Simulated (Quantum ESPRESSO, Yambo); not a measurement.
# A GW chain in Yambo: SrTiO3 (Tausonite), part 2 of 3

Wanted: ground state, empty states, screening and self-energy for SrTiO3 (Tausonite).

Quantum ESPRESSO 7.5 and Yambo 5.3.0; PBE and many-body steps on it, plane waves. Known limits of the many-body steps: not at the basis limit; coarse k mesh.

So far. Step 2 (Ground state): The gap is indirect, with the least direct gap 0.34 eV higher. Step 3 (Bands along the symmetry lines): The gap is 1.892 eV, as in the run before at this level.

## Step 4: Empty states on the mesh, 4×4×4 mesh, 242 bands

Level of this step: DFT, PBE with spin-orbit coupling, plane waves, norm-conserving pseudopotentials (Quantum ESPRESSO).

The sums over transitions need many empty states on a uniform mesh; this step solves for them.

pw.in reads:

```
&control
  calculation = 'nscf'
  prefix = 'x'
  outdir = 'o'
  pseudo_dir = 'pseudo'
/
&system
  ibrav = 0
  nat = 5
  ntyp = 3
  ecutwfc = 76.0
  nbnd = 242
  force_symmorphic = .true.
  noncolin = .true.
  lspinorb = .true.
/
&electrons
  conv_thr = 1e-9
  electron_maxstep = 80
  diago_full_acc = .true.
  diago_thr_init = 5e-6
/
ATOMIC_SPECIES
  Sr 87.62 Sr.upf
  Ti 47.867 Ti.upf
  O 15.999 O.upf
CELL_PARAMETERS angstrom
  3.9052800000 0.0000000000 0.0000000000
  0.0000000000 3.9052800000 0.0000000000
  0.0000000000 0.0000000000 3.9052800000
ATOMIC_POSITIONS crystal
  Sr 0.5000000000 0.5000000000 0.5000000000
  Ti 0.0000000000 0.0000000000 0.0000000000
  O 0.5000000000 0.0000000000 0.0000000000
  O 0.0000000000 0.5000000000 0.0000000000
  O 0.0000000000 0.0000000000 0.5000000000
K_POINTS automatic
  4 4 4 0 0 0
```

Run with:

```bash
> OMP_NUM_THREADS=1 mpirun -n 4 pw.x -nk 4 -in pw.in > pw.out
```

The log of the run:

```text
[banner, memory and clock lines left out]
Program PWSCF v.7.5 starts

     Atomic positions and unit cell read from directory:
     o/x.save/

     Message from routine setup:
     using ibrav=0 with symmetry is DISCOURAGED, use correct ibrav instead

     G-vector sticks info

     bravais-lattice index     =            0
     lattice parameter (alat)  =       7.3799  a.u.
     unit-cell volume          =     401.9325 (a.u.)^3
     number of atoms/cell      =            5
     number of atomic types    =            3
     number of electrons       =        40.00
     number of Kohn-Sham states=          242
     kinetic-energy cutoff     =      76.0000  Ry
     charge density cutoff     =     304.0000  Ry
     Exchange-correlation= PBE
                           (   1   4   3   4   0   0   0)
     Non magnetic calculation with spin-orbit

     celldm(1)=   7.379910  celldm(2)=   0.000000  celldm(3)=   0.000000
     celldm(4)=   0.000000  celldm(5)=   0.000000  celldm(6)=   0.000000

     crystal axes: (cart. coord. in units of alat)
               a(1) = (   1.000000   0.000000   0.000000 )
               a(2) = (   0.000000   1.000000   0.000000 )
               a(3) = (   0.000000   0.000000   1.000000 )

     reciprocal axes: (cart. coord. in units 2 pi/alat)
               b(1) = (  1.000000  0.000000  0.000000 )
               b(2) = (  0.000000  1.000000  0.000000 )
               b(3) = (  0.000000  0.000000  1.000000 )
     Pseudo is Norm-conserving + core correction, Zval = 10.0
     Generated using ONCVPSP code by D. R. Hamann
     Using radial grid of 1834 points, 10 beta functions with:
     Pseudo is Norm-conserving + core correction, Zval = 12.0
     Generated using ONCVPSP code by D. R. Hamann
     Using radial grid of 1586 points, 10 beta functions with:
     Pseudo is Norm-conserving + core correction, Zval =  6.0
     Generated using ONCVPSP code by D. R. Hamann
     Using radial grid of  936 points,  8 beta functions with:
     Sr               10.00    87.62000     Sr( 1.00)
     Ti               12.00    47.86700     Ti( 1.00)
     O                 6.00    15.99900     O ( 1.00)

     48 Sym. Ops., with inversion, found

   Cartesian axes

     site n.     atom                  positions (alat units)
         1        Sr     tau(   1) = (   0.5000000   0.5000000   0.5000000  )
         2        Ti     tau(   2) = (   0.0000000   0.0000000   0.0000000  )
         3        O      tau(   3) = (   0.5000000   0.0000000   0.0000000  )
         4        O      tau(   4) = (   0.0000000   0.5000000   0.0000000  )
         5        O      tau(   5) = (   0.0000000   0.0000000   0.5000000  )

     number of k points=    10
                       cart. coord. in units 2pi/alat
        k(    1) = (   0.0000000   0.0000000   0.0000000), wk =   0.0156250
        k(    2) = (   0.0000000   0.0000000   0.2500000), wk =   0.0937500
        k(    3) = (   0.0000000   0.0000000  -0.5000000), wk =   0.0468750
[...]
k(    9) = (   0.2500000  -0.5000000  -0.5000000), wk =   0.0937500
        k(   10) = (  -0.5000000  -0.5000000  -0.5000000), wk =   0.0156250

     Dense  grid:    36041 G-vectors     FFT dimensions: (  45,  45,  45)

     The potential is recalculated from file :
     o/x.save/charge-density

     Starting wfcs are   54 randomized atomic wfcs +  188 random wfcs

     Band Structure Calculation

     End of band structure calculation

          k = 0.0000 0.0000 0.0000 (  4457 PWs)   bands (ev):

   -46.3382 -46.3382 -23.0532 -23.0532 -22.6515 -22.6515 -22.3992 -22.3992
   -22.3992 -22.3992  -7.3090  -7.3090  -6.3274  -6.3274  -6.3274  -6.3274
    -5.4211  -5.4211  -4.2870  -4.2870  -4.2870  -4.2870   7.1824   7.1824
[...]
[... 19 further rows ...]
[...]
84.3859  84.3861

          k = 0.0000 0.0000 0.2500 (  4504 PWs)   bands (ev):

[...]
[... 19 further rows ...]
[...]
82.8096  82.8096

          k = 0.0000 0.0000-0.5000 (  4484 PWs)   bands (ev):

[...]
29.1169  29.1169  29.1671  29.1671  29.2687  29.2687  31.6282  31.6282
     [... 19 further rows ...]
    80.7649  80.7649  81.1234  81.1234  81.1546  81.1546  81.9610  81.9610
    82.0784  82.0784

          k = 0.0000 0.2500 0.2500 (  4514 PWs)   bands (ev):

     [... further k-points ...]

     highest occupied, lowest unoccupied level (ev):    10.0557   11.9474

     XML data file, pseudopotentials, collected wavefunctions
```

The job ended after 78 s (4 MPI ranks of Arm Neoverse V2, shared host; peak memory 1 GiB).

Numbers from this step:

- gap: 1.892 eV
- k of the valence top: -0.5, -0.5, -0.5
- k of the conduction bottom: 0, 0, 0
- least direct gap: 2.231 eV
- k points computed: 10
- lowest point of the top converged band, above the valence top: 71.3577 eV

On this mesh the gap is 1.892 eV.

## Step 5: Conversion and set-up

This step: Yambo 5.3.0; conversion and set-up on PBE with spin-orbit coupling, plane waves, norm-conserving pseudopotentials.

The states are converted to the many-body program's format and the q mesh is built.

Run with:

```bash
> (cd o/x.save; p2y > p2y.log; mv SAVE ../..); yambo > setup.log
```

The log of the run:

```text
 Yambo, version 5.3.0

 [02] CORE Variables Setup
 =========================

  [02.01] Unit cells
  ==================

  Cell kind             :  CUB
  Atoms in the cell     :  Sr  Ti  O
  number of Sr atoms    :  1
  number of Ti atoms    :  1
  number of O  atoms    :  3

  List of atomic masses
  Mass of Sr    :  87.62000
  Mass of Ti    :  47.86700
  Mass of O     :  15.99900

  List of atomic coordinates    : [cc]
  Sr1       :  3.689955  3.689955  3.689955  order 1
  Ti1       :  0.000000  0.000000  0.000000  order 2
  O1       :  3.689955  0.000000  0.000000  order 3
  O2       :  0.000000  3.689955  0.000000  order 4
  O3       :  0.000000  0.000000  3.689955  order 5

  Alat factors          :  7.379910  7.379910  7.379910 [a.u.]
  Direct lattice volume :  401.9325 [a.u.]
  Direct lattice vectors:  A[ 1 ]  A[ 2 ]  A[ 3 ]
   A[ 1 ]:  1.000000  0.000000  0.000000  [iru]
   7.379910  0.000000  0.000000  [cc]
   A[ 2 ]:  0.000000  1.000000  0.000000  [iru]
   0.000000  7.379910  0.000000  [cc]
   A[ 3 ]:  0.000000  0.000000  1.000000  [iru]
   0.000000  0.000000  7.379910  [cc]

  Recip. lattice volume :  0.617144 [a.u.]
  Recip. lattice vectors:  B[ 1 ]  B[ 2 ]  B[ 3 ]
   B[ 1 ]:  1.000000  0.000000  0.000000  [iku]
   0.851391  0.000000  0.000000  [cc]
   B[ 2 ]:  0.000000  1.000000  0.000000  [iku]
   0.000000  0.851391  0.000000  [cc]
   B[ 3 ]:  0.000000  0.000000  1.000000  [iku]
   0.000000  0.000000  0.851391  [cc]

  [02.02] Symmetries
  ==================

  Inversion symmetry    : yes
  Spatial inversion     : yes
  Inversion index       :  25
  K-space Time-reversal : no
  Magnetic symmetries   : no
  Group table correct   : yes
  Symmetries units      :  [cc]

   [S  1]:  1.000000  0.000000  0.000000  0.000000  1.000000  0.000000  0.000000  0.000000  1.000000
   [S  2]: -1.000000  0.000000  0.000000  0.000000 -1.000000  0.000000  0.000000  0.000000  1.000000
   [S  3]: -1.000000  0.000000  0.000000  0.000000  1.000000  0.000000  0.000000  0.000000 -1.000000
[...]
[... 36 further rows ...]
   [S 47]:  0.000000  1.000000  0.000000  0.000000  0.000000 -1.000000  1.000000  0.000000  0.000000
   [S 48]:  0.000000 -1.000000  0.000000  0.000000  0.000000  1.000000  1.000000  0.000000  0.000000

  [02.03] Reciprocal space
  ========================

  nG shells         :   352
  nG charge         :   36041
  nG WFs            :   5739
  nC WFs            :   4632
  G-vecs. in first 35 shells:  [ Number ]
     1    7   19   27   33   57   81   93  123
    147   171   179   203   251   257   305   341   365
    389   437   461   485   515   587   619   691   739
    751   799   847   895   925   949  1021  1045
  ...
  Shell energy in first 35 shells:  [ mHa ]
    0.00000      362.433      724.866      1087.30      1449.73      1812.16      2174.60      2899.46      3261.90
[...]
Grid dimensions      :   4   4   4
  K lattice UC volume  :  0.009643 [a.u.]

  IBZ K-points                                      :  10
  BZ  K-points                                      :   64

  K/Q-points units:
  rlu = crystal or reduced units; cc = cartesian coordinates; iku = interal k-units

  K [ 1]         [rlu]:  0.000000  0.000000  0.000000
         WF components:   4457
  K [ 2]         [rlu]:  0.000000  0.000000  0.250000
         WF components:   4504
  K [ 3]         [rlu]:  0.000000  0.000000 -0.500000
         WF components:   4484
[...]
K [ 8]         [rlu]:  0.250000  0.250000 -0.500000
[...]
K [ 9]         [rlu]:  0.250000 -0.500000 -0.500000
         WF components:   4524
  K [10]         [rlu]: -0.500000 -0.500000 -0.500000
         WF components:   4632

  [02.05] Energies & Occupations
  ==============================

  [X] === General ===
  [X] Electronic Temperature                        :  0.000000  0.000000 [eV K]
  [X] Bosonic    Temperature                        :  0.000000  0.000000 [eV K]
  [X] Finite Temperature mode                       : no
  [X] El. density                                   :  0.67159E+24 [cm-3]
  [X] Fermi Level                                   :  10.05572 [eV]

  [X] === Gaps and Widths ===
  [X] Conduction Band Min                           :  1.891727 [eV]
  [X] Valence Band Max                              :  0.000000 [eV]
  [X] Filled Bands                                  :   40
  [X] Empty Bands                                   :   41  242
  [X] Direct Gap                                    :  2.231267 [eV]
  [X] Direct Gap localized at k                     :  1
  [X] Indirect Gap                                  :  1.891727 [eV]
  [X] Indirect Gap between kpts                     :  10   1
  [X] Last valence band width                       :  0.737990 [eV]
  [X] 1st conduction band width                     :  2.609685 [eV]

  E @ K [ 1]:  [eV]
  -56.39396 -56.39396 -33.10894 -33.10894 -32.70718 -32.70718 -32.45494 -32.45494
[...]
occ @ K [ 1]
[...]
E @ K [ 2]:  [eV]
[...]
occ @ K [ 2]
[...]
E @ K [ 3]:  [eV]
[...]
occ @ K [ 3]
[...]
E @ K [ 8]:  [eV]
[...]
occ @ K [ 8]
[...]
E @ K [ 9]:  [eV]
[...]
occ @ K [ 9]
[...]
E @ K [10]:  [eV]
[...]
occ @ K [10]
[...]
0.000000  0.000000  0.000000  0.000000  0.000000  0.000000  0.000000  0.000000
   0.000000  0.000000  0.000000  0.000000  0.000000  0.000000  0.000000  0.000000

 [03] Transferred momenta grid and indexing
 ==========================================

 IBZ Q-points                                      :  10
 BZ  Q-points                                      :   64

 K/Q-points units:
 rlu = crystal or reduced units; cc = cartesian coordinates; iku = interal k-units

 Q [ 1]         [rlu]:  0.000000  0.000000  0.000000
 Q [ 2]         [rlu]:  0.000000  0.000000  0.250000
 Q [ 3]         [rlu]:  0.000000  0.000000 -0.500000
[...]
Q [ 8]         [rlu]:  0.250000  0.250000 -0.500000
 Q [ 9]         [rlu]:  0.250000 -0.500000 -0.500000
 Q [10]         [rlu]: -0.500000 -0.500000 -0.500000

  [03.01] X indexes
  =================

   [03.01.01] Sigma indexes
   ========================

 [06] Game Over & Game summary
```

Run time: 3.7 s. Hardware: 1 MPI rank; peak memory 0.25 GiB.

(Part 2 of 3 ends here.)

[Paths, hosts, dates, memory and timing lines, banners, echoed tables and standing remarks are left out of the program output.]

[Logs are printed without paths, hosts, clocks, repeated set-up lines and the standing remarks that a program may print on its own settings, such as how far it seeks lower states.]

[Runs of the session that timed out or met a known fault of the program may be left out.]

[Hosts, paths, dates, database ids (printed as entryN), source tags and the programs' standing remarks are cut or masked in the printed files.]
